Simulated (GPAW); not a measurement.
# The basis that the transmission of CO in line between two Ru chains needs, part 2 of 2

Aim: T(E), conductance and thermopower of CO in line between two Ru chains, and what cheaper settings cost in accuracy.

GPAW 26.7.0; GPAW LCAO, PAW setups; Landauer transmission from Green's functions with principal layers (ASE), zero bias.

So far, transmission at the Fermi level (one spin): step 2 (GPAW, dzp, PBE, GPAW) 1.83; step 3 (basis szp(dzp), PBE, GPAW) 1.83; step 4 (basis sz(dzp), PBE, GPAW) 1.86; step 5 (LDA) 1.84.

### 8. SCF mesh 1×1×6

The SCF mesh sets the Fermi level of the repeated cell.

This step: GPAW LCAO, PAW setups; Landauer transmission from Green's functions with principal layers (ASE), zero bias (GPAW 26.7.0).

run.py

```python
import json
import numpy as np
from ase import Atoms
from ase.transport.calculators import TransportCalculator
from gpaw import GPAW, FermiDirac
from gpaw.lcao.tools import get_lcao_hamiltonian
from scipy.linalg import eigh

# The junction with lead layers at both ends, along the third cell vector
device = Atoms(
    ['Ru', 'Ru', 'Ru', 'Ru', 'Ru', 'Ru', 'Ru', 'C', 'O', 'Ru', 'Ru', 'Ru', 'Ru', 'Ru', 'Ru', 'Ru'],
    positions=[
        [4.50000, 4.50000, 1.12500],
        [4.50000, 4.50000, 3.37500],
        [4.50000, 4.50000, 5.62500],
        [4.50000, 4.50000, 7.87500],
        [4.50000, 4.50000, 10.12500],
        [4.50000, 4.50000, 12.37500],
        [4.50000, 4.50000, 14.62500],
        [4.50000, 4.50000, 16.35850],
        [4.50000, 4.50000, 17.51850],
        [4.50000, 4.50000, 19.14190],
        [4.50000, 4.50000, 21.39190],
        [4.50000, 4.50000, 23.64190],
        [4.50000, 4.50000, 25.89190],
        [4.50000, 4.50000, 28.14190],
        [4.50000, 4.50000, 30.39190],
        [4.50000, 4.50000, 32.64190]],
    cell=[[9.0, 0.0, 0.0], [0.0, 9.0, 0.0], [0.0, 0.0, 33.7669]],
    pbc=True)

# One principal layer of the lead: the first 5 atoms of the device
lead = Atoms(
    ['Ru', 'Ru', 'Ru', 'Ru', 'Ru'],
    positions=[
        [4.50000, 4.50000, 1.12500],
        [4.50000, 4.50000, 3.37500],
        [4.50000, 4.50000, 5.62500],
        [4.50000, 4.50000, 7.87500],
        [4.50000, 4.50000, 10.12500]],
    cell=[[9.0, 0.0, 0.0], [0.0, 9.0, 0.0], [0.0, 0.0, 11.25]],
    pbc=True)

settings = dict(mode='lcao', basis='dzp', xc='PBE', h=0.18,
                occupations=FermiDirac(0.1), maxiter=250,
                mixer=dict(beta=0.1, nmaxold=8, weight=100.0),
                convergence=dict(density=0.0001))
energies = np.arange(-2, 2 + 1e-9, 0.05)
eta = 0.0001
n1, n2 = 1, 1
# k and -k transmit alike, so half of the mesh across the current serves
mesh = [(i, j) for i in range(n1) for j in range(n2) if (i, j) <= (-i % n1, -j % n2)]
weights = np.array([1 if (i, j) == (-i % n1, -j % n2) else 2 for i, j in mesh]) / (n1 * n2)

# [... helper functions left out ...]
fermi_lead = ground_state(lead, (1, 1, 10), 'lead.txt')
fermi_device = ground_state(device, (1, 1, 6), 'device.txt')
# [... loop over the mesh left out, but for ...]
        # Shift the lead onto the potential of the device's first layer
        shift = ((H[:, 0, 0] - H0[:, 0, 0]) / S0[0, 0]).real.mean()
# [...]
kT = 8.617333e-5 * 300
bias = [0.1, 0.2, 0.5, 1.0, 1.5, 2.0]
# [... integrals and printing left out ...]
```

On the command line:

```bash
OMP_NUM_THREADS=1 OPENBLAS_NUM_THREADS=1 python run.py
```

The program printed:

```text
basis functions: device 432, principal layer 145
Fermi level: lead -3.4327 eV, device -3.4350 eV; lead shifted by -0.0114 eV
largest coupling past the next layer 2.00e-05 eV, largest misfit of the first layer 0.082 eV
  E-E_F (eV)   T (one spin)  [channel counts left out]
    -2.000    1.5647e+00
    -1.950    1.5768e+00
    -1.900    1.5898e+00
    -1.850    1.6033e+00
    -1.800    1.6170e+00
    -1.750    1.6305e+00
    -1.700    1.6435e+00
    -1.650    1.6558e+00
    -1.600    1.6671e+00
    -1.550    1.6774e+00
    -1.500    1.6867e+00
    -1.450    1.6949e+00
    -1.400    1.7021e+00
    -1.350    1.7083e+00
    -1.300    1.7138e+00
    -1.250    1.7181e+00
[...]
1.650    1.2884e+00
     1.700    1.2458e+00
     1.750    1.2012e+00
     1.800    1.1514e+00
     1.850    1.0937e+00
     1.900    1.0238e+00
     1.950    9.3471e-01
     2.000    8.1371e-01
conductance at 300 K: 1.8296 G0 a cell; thermopower 0.2459 uV/K
current from the zero-bias T(E) at 0.1 V: 14.173 uA
current from the zero-bias T(E) at 0.2 V: 28.331 uA
current from the zero-bias T(E) at 0.5 V: 70.563 uA
current from the zero-bias T(E) at 1.0 V: 139.5 uA
current from the zero-bias T(E) at 1.5 V: 206.2 uA
current from the zero-bias T(E) at 2.0 V: 271.09 uA
```

Wall time 6 min (1 thread of AMD EPYC 9R45, shared host); peak memory 2 GiB.

This step gave:

- conductance: 1.830 G₀
- largest coupling past the next principal layer: 2.00e-5 eV
- largest misfit of the first principal layer: 0.08226 eV
- shift that aligns the lead: -0.01143 eV
- transmission at the Fermi level (one spin): 1.831

One spin. Transmission, zone mean against energy, zero at the Fermi level:

```tsv
energy (eV)	transmission, zone mean
-2.000	1.56
-1.800	1.62
-1.600	1.67
-1.400	1.70
-1.200	1.72
-1.000	1.72
-0.800	1.73
-0.600	1.76
-0.400	1.80
-0.200	1.83
-0.100	1.83
0.000	1.83
0.200	1.80
0.400	1.75
0.600	1.69
0.800	1.64
1.000	1.59
1.200	1.53
1.400	1.45
1.600	1.33
1.800	1.15
2.000	0.814
```

Not self-consistent under bias; the bias window is split evenly. Current through one cell, from the zero-bias transmission against bias:

```tsv
bias (V)	current through one cell, from the zero-bias transmission (μA)
0.100	14.2
0.200	28.3
0.500	70.6
1.000	139
1.500	206
2.000	271
```

The transmission of the three most open eigenchannels by energy, zero at the Fermi level:

```tsv
energy (eV)	channel 1 = channel 2	channel 3
-2.00	0.751	0.0624
-1.90	0.763	0.0643
-1.80	0.775	0.0663
-1.70	0.788	0.0685
-1.55	0.803	0.0722
-1.45	0.810	0.0751
-1.35	0.815	0.0785
-1.25	0.818	0.0806
-1.15	0.820	0.0774
-1.05	0.821	0.0776
-0.90	0.823	0.0780
-0.80	0.826	0.0787
-0.70	0.830	0.0806
-0.60	0.835	0.0839
-0.50	0.842	0.0884
-0.40	0.849	0.0931
-0.25	0.858	0.0986
-0.15	0.862	0.100
-0.05	0.863	0.101
0.00	0.862	0.100
0.05	0.860	0.0993
0.15	0.854	0.0973
0.25	0.845	0.0949
0.40	0.827	0.0918
0.50	0.813	0.0898
0.60	0.799	0.0883
0.70	0.786	0.0865
0.80	0.774	0.0845
0.90	0.763	0.0822
1.05	0.747	0.0784
1.15	0.734	0.0756
1.25	0.718	0.0729
1.35	0.699	0.0700
1.45	0.676	0.0671
1.55	0.648	0.0647
1.70	0.596	0.0545
1.80	0.550	0.0511
1.90	0.487	0.0493
2.00	0.383	0.0482
```

The conductance equals that of the dzp run to 0.2 %.

### 9. Another change of settings

A last run, with other settings again.

Changes to run.py since step 8:

```diff
@@ -44,4 +44,4 @@
 settings = dict(mode='lcao', basis='dzp', xc='PBE', h=0.18,
-                occupations=FermiDirac(0.1), maxiter=250,
-                mixer=dict(beta=0.1, nmaxold=8, weight=100.0),
+                occupations=FermiDirac(0.1), maxiter=50,
+                mixer=dict(beta=1.0, nmaxold=1, weight=1.0),
                 convergence=dict(density=0.0001))
@@ -56,3 +56,3 @@
 fermi_lead = ground_state(lead, (1, 1, 10), 'lead.txt')
-fermi_device = ground_state(device, (1, 1, 6), 'device.txt')
+fermi_device = ground_state(device, (1, 1, 3), 'device.txt')
 # [... loop over the mesh left out, but for ...]
```

The program printed:

```text
gpaw.KohnShamConvergenceError
```

Wall time 2.4 min (1 thread); peak memory 0.61 GiB.

No converged result was reached; the numbers in the log don't describe the system.

The fault put into the input: mixing far too strong, under a cap of 50 iterations, which ended the run (beta = 1.0, nmaxold = 1 and weight = 1.0).

### 10. Results

```json
{
 "conductance": "1.83 G₀",
 "transmission at the Fermi level, mean of the spins": "1.83"
}
```

What this shows: In the dzp basis the junction conducts 1.83 G₀ at 300 K, with T = 1.83 a spin at the Fermi level; the sz basis reaches that conductance within 10 %. At the Fermi level the three most open eigenchannels pass 0.86, 0.86 and 0.10. Measured against the first run (dzp), the nearest curve is that of dzp-LDA (r.m.s. 0.016) and the farthest that of sz (0.096). Over the compared runs wall time goes from 132 s (sz) to 229 s (dzp-LDA), on a shared host. The geometry was built from estimated bond lengths and not relaxed, so the numbers describe this model structure. The run had no spin polarisation, so a magnetic state, which chains and small molecules with open shells often have, wasn't tested. An evenly spaced straight chain is an idealisation: free chains tend to dimerise, zigzag or, where a band edge lies near the Fermi level, turn magnetic. The currents use the zero-bias T(E) throughout, which holds only while the bias is small against the distance to the nearest feature. The thermopower isn't quoted: it samples T(E) farther from the Fermi level than the conductance does, and the energy grid wasn't tested for it.

[Logs are printed without paths, hosts, clocks, repeated set-up lines and the standing remarks that a program may print on its own settings, such as how far it seeks lower states.]

[Hosts, paths, dates, database ids (printed as entryN), source tags and the programs' standing remarks are cut or masked in the printed files.]
